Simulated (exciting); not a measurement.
Two BSE runs for the S L₂,₃ edge of YSF, space group P4/nmm. Run A: exciting, all-electron LAPW+lo, LDA, exchange and screened direct term (singlet BSE), 3×3×2 shifted k points, 44 conduction bands, |G+q| up to 3 bohr⁻¹ (2.5 in the exchange term), full RPA screening with nempty = 73, Lorentzian half width 0.45 eV. Run B differs in one setting: k mesh, kernel cutoff, basis, band set, screening or width.

Energy from the Kohn–Sham onset, core level to the lowest empty state found on the meshes used; one zero for both, scaled to A's maximum:

```csv
E (eV),A,B
-3.5,0.01,0.01
-3.0,0.01,0.01
-2.5,0.02,0.02
-2.0,0.02,0.02
-1.5,0.02,0.02
-1.0,0.03,0.03
-0.5,0.05,0.04
0.0,0.07,0.07
0.5,0.10,0.10
1.0,0.19,0.18
1.5,0.36,0.34
2.0,0.39,0.35
2.5,0.36,0.33
3.0,0.37,0.33
3.5,0.30,0.28
4.0,0.25,0.27
4.5,0.22,0.24
5.0,0.21,0.26
5.5,0.26,0.37
6.0,0.33,0.39
6.5,0.43,0.47
7.0,0.60,0.71
7.5,0.73,0.83
8.0,0.74,0.68
8.5,0.90,0.71
9.0,1.00,0.82
9.5,0.89,0.76
10.0,0.79,0.74
10.5,0.75,0.70
11.0,0.65,0.63
11.5,0.59,0.52
12.0,0.58,0.52
12.5,0.52,0.59
13.0,0.56,0.62
13.5,0.60,0.75
14.0,0.58,0.67
14.5,0.61,0.64
15.0,0.64,0.83
15.5,0.70,0.78
16.0,0.75,0.68
16.5,0.73,0.66
17.0,0.73,0.75
17.5,0.75,0.83
18.0,0.77,0.74
18.5,0.73,0.67
19.0,0.67,0.69
19.5,0.65,0.67
20.0,0.67,0.72
20.5,0.66,0.78
21.0,0.67,0.72
```

Which is the likeliest?

The k mesh from 3×3×2 to 2×2×1. Against run A the r.m.s. difference is 13 %. The highest maximum lies at 15.1 eV (0.86), against 9.0 eV (1.00). The first bright state moves from -0.15 to 0.17 eV. The lowest bare transition of this run lies at 1.18 eV, against 0.50. A coarse mesh samples few band energies, and it inflates the long-range part of the attraction. Other settings could leave a like mark; this is the change that was made.

[Banner, clock and machine lines of the logs are left out without a mark of their own.]

[Logs are printed without paths, hosts, clocks, repeated set-up lines and the standing remarks that a program may print on its own settings, such as how far it seeks lower states.]

[Hosts, paths, dates, database ids (printed as entryN), source tags and the programs' standing remarks are cut or masked in the printed files.]
